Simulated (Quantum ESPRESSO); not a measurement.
# HfO2: which shell does photoemission see at 21.2 and 1486.7 eV? (PBE)

The valence band of HfO2 mixes several shells. Work out by hand which one leads the spectrum's area at each photon energy.

Filled states come from the projected DOS of Quantum ESPRESSO 7.5 (PBE, plane waves); cross sections σ and asymmetry parameters β are those of free atoms in a Dirac–Hartree–Slater calculation. A shell's area is states × σ × angular factor, which is 1 − β·P₂(cos θ)/2 for unpolarised light, with θ = 60° from the beam and P₂ = -0.125.

**At 21.2 eV** (states counted from 11.2 eV below the zero; other shells add 0.12 to the products' sum of 34.3):

```
shell  filled states a cell  cross section (Mb an electron)     β  angular factor  product  share by hand (%)  share in the simulated spectrum (%)
Hf 5d                  1.55                            4.43  0.48            1.03     7.05                 21                                   21
 O 2p                  9.47                            2.73  0.81            1.05     27.1                 79                                   79
```

**At 1486.7 eV** (states counted from 15.3 eV below the zero; other shells add 0.00025 to the products' sum of 0.00254):

```
shell  filled states a cell  cross section (Mb an electron)     β  angular factor   product  share by hand (%)  share in the simulated spectrum (%)
Hf 5d                  1.55                           0.001  1.35            1.08   0.00168                 66                                   66
 O 2p                  9.47                        6.28e-05  0.51            1.03  0.000614                 24                                   24
```

O 2p leads at 21.2 eV and Hf 5d at 1486.7 eV. Between the two energies σ of O 2p changes by a factor 2.3e-5 and that of Hf 5d by 2.3e-4, so their ratio moves 9.8-fold in favour of the second. The simulated spectrum uses the same rule on the energy-resolved DOS, so the two share columns agree within a few points.

The potential files freeze Hf 4f, so these lines are missing from the sums. Only crystals where the two columns agree within 4 points and the lead is clear are worked in this form. Free-atom cross sections ignore the solid's final states, no escape depth or background enters, and the count of states a shell hangs on the projection.

[Logs are printed without paths, hosts, clocks, repeated set-up lines and the standing remarks that a program may print on its own settings, such as how far it seeks lower states.]
